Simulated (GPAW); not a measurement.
# CoSi2: optical spectrum from first principles

Aim: the dielectric function of CoSi2, and the optical constants that follow from it. The cell comes from an older database entry, whose edges can differ from later determinations, mostly by under a per cent.

Method: DFT, PBE, plane-wave PAW (GPAW data sets), scalar-relativistic, RPA, optical limit, in GPAW 26.7.0.

The database entry behind the starting cell differs from later determinations by our own check (0.1 to 0.3 % short, probably kX units), so it need not match the best structure at ambient conditions.

## Step 1: The starting structure

Symmetry: Fm-3m, No. 225, cubic system. Conventional cell: a = 5.356 Å, b = 5.356 Å, c = 5.356 Å, α = 90.00°, β = 90.00°, γ = 90.00°. Nearest to Co lie 8 Si at 2.32 Å. Si has 4 Co at 2.32 Å nearest. Farther neighbours are not listed.

Coordinates:

```cif
data_structure
_symmetry_space_group_name_H-M 'Fm-3m'
_symmetry_Int_Tables_number 225
_cell_length_a 5.3560
_cell_length_b 5.3560
_cell_length_c 5.3560
_cell_angle_alpha 90.000
_cell_angle_beta 90.000
_cell_angle_gamma 90.000
_cell_volume 153.65
loop_
_atom_site_label
_atom_site_type_symbol
_atom_site_symmetry_multiplicity
_atom_site_Wyckoff_symbol
_atom_site_fract_x
_atom_site_fract_y
_atom_site_fract_z
_atom_site_occupancy
Co1 Co 4 a 0.00000 0.00000 0.00000 1
Si1 Si 8 c 0.25000 0.25000 0.75000 1
```

## Step 2: Dielectric function, RPA

Transitions between filled and empty bands, summed over the zone, give the optical response, so mesh, band count and broadening shape it.

The induced potential is part of this response.

Input file df.py:

```python
from gpaw.response.df import DielectricFunction

df = DielectricFunction('full.gpw', frequencies={'type': 'nonlinear', 'domega0': 0.03, 'omega2': 8},
                        ecut=50,
                        eta=0.15,
                        nbands=29,
                        rate=0.05,
                        txt='df.txt')
for direction in ['x']:
    df.get_dielectric_function(xc='RPA', direction=direction, filename=f'df_{direction}.csv')
```

Launch:

```
OMP_NUM_THREADS=1 python df.py
```

Numbers of over 12 decimals in the logs are rounded to 6 here.

Output:

```text
Using integrator: PointIntegrator
NonLinearFrequencyDescriptor(from 0.000 to 43.235 eV, 446 points)
Nonperiodic BCs:  [False False False]
Using integrator: PointIntegrator
NonLinearFrequencyDescriptor(from 0.000 to 43.235 eV, 446 points)
Nonperiodic BCs:  [False False False]
Using integrator: PointIntegrator

Calculating chi0 body with:
    Ground state adapter containing:
    Number of spins: 1
    Number of kpoints: 1728
    Number of irreducible kpoints: 72
    Number of completely occupied states: 6
    Number of partially occupied states: 9

    Linear response parametrization:
    q_c: [0.0, 0.0, 0.0]
    Number of frequency points: 446
    Planewave cutoff: 50.0
    Number of bands: 29
    Number of planewaves: 27
    Broadening (eta): 0.15

Integrating chi0 body.

Symmetries of q_c:
    Direct symmetries (Uq -> q): 48
    Indirect symmetries (TUq -> q): 0
In total 48 allowed symmetries.

72 groups of equivalent kpoints. 95.833333% reduction.

Integral kind: spectral function

Calculating chi0 optical extensions with:
    Ground state adapter containing:
    Number of spins: 1
    Number of kpoints: 1728
    Number of irreducible kpoints: 72
    Number of completely occupied states: 6
    Number of partially occupied states: 9

    Linear response parametrization:
    Number of frequency points: 446
    Planewave cutoff: 50.0
    Number of bands: 29
    Number of planewaves: 27
    Broadening (eta): 0.15
Integrating chi0 head and wings.

Symmetries of q_c:
    Direct symmetries (Uq -> q): 48
    Indirect symmetries (TUq -> q): 0
In total 48 allowed symmetries.

72 groups of equivalent kpoints. 95.833333% reduction.

Integral kind: spectral function wings

Calculating drude chi0 with:
    Number of frequency points:446
    Plasma frequency decay rate: 0.05 eV

    Ground state adapter containing:
    Number of spins: 1
    Number of kpoints: 1728
    Number of irreducible kpoints: 72
    Number of completely occupied states: 6
    Number of partially occupied states: 9

Symmetries of q_c:
    Direct symmetries (Uq -> q): 48
    Indirect symmetries (TUq -> q): 0
In total 48 allowed symmetries.

72 groups of equivalent kpoints. 95.833333% reduction.

Integral kind: intraband
Plasma frequency:
[[5.84+0.j 0.  +0.j 0.  +0.j]
 [0.  +0.j 5.84+0.j 0.  -0.j]
 [0.  +0.j 0.  -0.j 5.84+0.j]]
```

It took 9.5 s on 1 thread of Arm Neoverse V1, shared host; peak memory 0.25 GiB.

This run has no spin polarisation, although Co can carry a moment.

Sum at mesh points, not converged in k. The Im ε, E ∥ x by photon energy; read off at these points:

| photon energy (eV) | Im ε, E ∥ x |
| --- | --- |
| 0.500 | 55.7 |
| 0.750 | 21.3 |
| 1.000 | 9.67 |
| 1.250 | 6.74 |
| 1.500 | 5.65 |
| 1.750 | 5.09 |
| 2.000 | 5.78 |
| 2.250 | 8.55 |
| 2.500 | 9.51 |
| 2.750 | 12.0 |
| 3.000 | 14.3 |
| 3.250 | 9.62 |
| 3.500 | 9.39 |
| 3.750 | 9.65 |
| 4.000 | 9.65 |
| 4.200 | 11.8 |
| 4.250 | 11.8 |
| 4.500 | 10.1 |
| 4.750 | 10.1 |
| 5.000 | 10.7 |
| 5.250 | 15.8 |
| 5.466 | 18.2 |
| 5.500 | 17.9 |
| 5.750 | 15.1 |
| 6.000 | 15.4 |
| 6.250 | 13.1 |
| 6.500 | 11.7 |
| 6.750 | 10.3 |
| 7.000 | 7.72 |
| 7.250 | 6.43 |
| 7.500 | 6.27 |
| 7.750 | 6.31 |
| 8.000 | 5.15 |
| 8.250 | 4.90 |
| 8.500 | 4.19 |
| 8.750 | 3.67 |
| 9.000 | 2.84 |
| 9.250 | 2.81 |
| 9.500 | 2.83 |
| 9.750 | 2.49 |
| 10.000 | 2.16 |
| 10.250 | 1.98 |
| 10.500 | 1.76 |
| 10.750 | 1.80 |
| 11.000 | 1.86 |
| 11.250 | 1.74 |
| 11.500 | 1.46 |
| 11.750 | 1.29 |
| 12.000 | 1.21 |
| 12.250 | 1.05 |
| 12.500 | 0.970 |
| 12.750 | 0.965 |
| 13.000 | 0.866 |
| 13.250 | 0.779 |
| 13.500 | 0.790 |
| 13.750 | 0.747 |

Values under 1 per cm are given as 1; sum at mesh points, not converged in k. The absorption coefficient, E ∥ x by photon energy:

| photon energy (eV) | absorption coefficient, E ∥ x (1/cm) |
| --- | --- |
| 0.492 | 5.7e5 |
| 1.010 | 5.4e5 |
| 1.486 | 3.7e5 |
| 1.985 | 2.3e5 |
| 2.508 | 3.8e5 |
| 3.018 | 7.0e5 |
| 3.510 | 6.0e5 |
| 3.980 | 6.7e5 |
| 4.516 | 8.2e5 |
| 4.981 | 8.5e5 |
| 5.515 | 1.6e6 |
| 6.021 | 1.8e6 |
| 6.494 | 2.0e6 |
| 6.985 | 2.0e6 |
| 7.496 | 1.9e6 |
| 8.026 | 2.0e6 |
| 8.516 | 2.0e6 |
| 9.023 | 1.9e6 |
| 9.483 | 1.9e6 |
| 10.026 | 1.9e6 |
| 10.519 | 1.8e6 |
| 11.029 | 1.8e6 |
| 11.479 | 1.8e6 |
| 12.023 | 1.8e6 |
| 12.504 | 1.7e6 |
| 13.000 | 1.7e6 |
| 13.512 | 1.6e6 |

The reflectivity at normal incidence, E ∥ x has structure finer than the step of the table below, so its rows give means over 0.5 eV, whole bins alone (the curve runs from 0.305 to 14.0 eV). Peaks (eV: height): 3.06: 44.1, 6.87: 60.6, 8.96: 63.5, 12.18: 61.0.

Sum at mesh points, not converged in k. Table of reflectivity at normal incidence, E ∥ x by photon energy; means over each step:

| photon energy (eV) | reflectivity at normal incidence, E ∥ x (%) |
| --- | --- |
| 1.0 | 87.1 |
| 1.5 | 54.2 |
| 2.0 | 27.8 |
| 2.5 | 36.0 |
| 3.0 | 41.6 |
| 3.5 | 35.3 |
| 4.0 | 36.7 |
| 4.5 | 37.4 |
| 5.0 | 38.7 |
| 5.5 | 49.5 |
| 6.0 | 52.5 |
| 6.5 | 56.3 |
| 7.0 | 59.9 |
| 7.5 | 55.5 |
| 8.0 | 57.9 |
| 8.5 | 59.9 |
| 9.0 | 61.4 |
| 9.5 | 58.0 |
| 10.0 | 60.2 |
| 10.5 | 58.5 |
| 11.0 | 54.6 |
| 11.5 | 59.2 |
| 12.0 | 60.0 |
| 12.5 | 59.7 |
| 13.0 | 59.2 |
| 13.5 | 57.3 |

The loss function −Im 1/ε at q → 0, E ∥ x has structure finer than the step of the table below, so its rows give means over 0.5 eV, whole bins alone (the curve runs from 0.305 to 14.0 eV). Peaks (eV: height): 1.73: 0.194.

Sum at mesh points, not converged in k. Table of loss function −Im 1/ε at q → 0, E ∥ x by energy loss; means over each step:

| energy loss (eV) | loss function −Im 1/ε at q → 0, E ∥ x |
| --- | --- |
| 1.0 | 0.0144 |
| 1.5 | 0.114 |
| 2.0 | 0.110 |
| 2.5 | 0.0627 |
| 3.0 | 0.0692 |
| 3.5 | 0.0859 |
| 4.0 | 0.0752 |
| 4.5 | 0.0809 |
| 5.0 | 0.0654 |
| 5.5 | 0.0570 |
| 6.0 | 0.0655 |
| 6.5 | 0.0706 |
| 7.0 | 0.0789 |
| 7.5 | 0.103 |
| 8.0 | 0.104 |
| 8.5 | 0.109 |
| 9.0 | 0.122 |
| 9.5 | 0.148 |
| 10.0 | 0.155 |
| 10.5 | 0.188 |
| 11.0 | 0.218 |
| 11.5 | 0.207 |
| 12.0 | 0.229 |
| 12.5 | 0.267 |
| 13.0 | 0.302 |
| 13.5 | 0.364 |

The Im ε, E ∥ x has structure finer than the step of the table below, so its rows give means over 0.5 eV, whole bins alone (the curve runs from 0.305 to 14.0 eV). Peaks (eV: height): without local fields 3.02: 14.7, 5.42: 19.3; with local fields 3.02: 14.3, 5.47: 18.2.

Sum at mesh points, not converged in k. Im ε, E ∥ x against photon energy; means over each step:

| photon energy (eV) | without local fields | with local fields |
| --- | --- | --- |
| 1.0 | 11.2 | 11.2 |
| 1.5 | 5.93 | 5.86 |
| 2.0 | 6.27 | 6.12 |
| 2.5 | 10.1 | 9.87 |
| 3.0 | 13.0 | 12.7 |
| 3.5 | 9.56 | 9.41 |
| 4.0 | 10.7 | 10.3 |
| 4.5 | 10.8 | 10.4 |
| 5.0 | 12.4 | 11.6 |
| 5.5 | 17.8 | 16.9 |
| 6.0 | 15.0 | 14.7 |
| 6.5 | 11.5 | 11.7 |
| 7.0 | 7.92 | 7.92 |
| 7.5 | 6.46 | 6.31 |
| 8.0 | 5.40 | 5.36 |
| 8.5 | 4.25 | 4.22 |
| 9.0 | 3.05 | 3.03 |
| 9.5 | 2.81 | 2.77 |
| 10.0 | 2.21 | 2.18 |
| 10.5 | 1.80 | 1.81 |
| 11.0 | 1.83 | 1.85 |
| 11.5 | 1.42 | 1.47 |
| 12.0 | 1.18 | 1.19 |
| 12.5 | 0.995 | 0.987 |
| 13.0 | 0.854 | 0.870 |
| 13.5 | 0.765 | 0.777 |

Optical constants at common wavelengths, from n + ik = √ε:

| wavelength (nm) | n | k | R (%) | 1/α |
| --- | --- | --- | --- | --- |
| 1550 | 1.28 | 7.090 | 90.8 | 17 nm |
| 1064 | 0.87 | 4.102 | 82.9 | 21 nm |
| 633 | 2.44 | 1.118 | 25.4 | 45 nm |
| 532 | 3.08 | 1.471 | 34.5 | 29 nm |
| 450 | 3.36 | 1.804 | 39.6 | 20 nm |
| 308 | 2.95 | 1.652 | 35.6 | 15 nm |
| 193 | 2.00 | 2.976 | 55.2 | 5.2 nm |

A polished face would reflect 32 % of daylight and look faintly blue (CIE x = 0.284, y = 0.309 under D65).

## Step 3: Outcome

What this shows: At this level (PBE, RPA) CoSi2 is a metal. The mesh is too coarse to trust the carriers' weight, the reflectivity or the colour to better than tens of per cent. A polished face would reflect 32 % of daylight and look faintly blue (CIE x = 0.284, y = 0.309 under D65). The carriers' damping of 0.05 eV is typed, not computed; it shapes the response at the lowest energies. The run has no spin polarisation; magnetic order or correlation, untested here, could change the spectrum. In this version of GPAW the matrix elements of the optical limit are incomplete, which can lower ε − 1 by up to a tenth where first-row anions or d states rule, and shift it by more in d metals. GPAW's carrier term has the form −ωp²/(ω + i·rate)², which damps like twice the rate and fails at low energy, so the curves leave the lowest energies out. The sum runs over mesh points 0.17 Å⁻¹ apart with no interpolation, so peaks are partly noise of the mesh, and the Drude plasma energy, a sum over the Fermi surface, isn't converged.

[Machine, clock and banner lines and Python warnings are left out of the logs.]

[Logs are printed without paths, hosts, clocks, repeated set-up lines and the standing remarks that a program may print on its own settings, such as how far it seeks lower states.]

[Hosts, paths, dates, database ids (printed as entryN), source tags and the programs' standing remarks are cut or masked in the printed files.]
